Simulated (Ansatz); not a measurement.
In doubt: masses and optical values from hybrid runs of this build are listed as unsure, which bears on the screening that GW takes from such a start.

Rows from a G0W0 calculation on NaI (Fm-3m) (Ansatz 0.2.0; G0W0 on PBE0, plane waves, PAW; 4×4×4 mesh, 202 empty bands, screening to 120 eV), in eV. Spin-orbit coupling is left out.

```csv
row,Σx,Σc,Vxc,Z
A,-3.64,-3.18,-7.05,0.85
B,-5.13,-3.04,-8.38,0.86
C,-17.55,1.21,-15.57,0.83
```

Which rows are filled states and which are empty ones, and how can one tell?

Filled: C. Empty: A and B. The sign of Σc tells: for a filled state bare exchange, which holds its interaction with itself, lies below Vxc (Σx − Vxc is -2.0 eV or lower here) and screening gives part back as a positive Σc. For an empty state Σx lies above Vxc (+3.3 eV or more) and the Coulomb hole leaves Σc negative.

[Paths, hosts, dates, memory and timing lines, banners, echoed tables and standing remarks are left out of the program output.]

[Logs are printed without paths, hosts, clocks, repeated set-up lines and the standing remarks that a program may print on its own settings, such as how far it seeks lower states.]

[Runs of the session that timed out or met a known fault of the program may be left out.]

[Cells called generated may have been cut or substituted from an entry of the Crystallography Open Database or the Materials Project.]

[Hosts, paths, dates, database ids (printed as entryN), source tags and the programs' standing remarks are cut or masked in the printed files.]
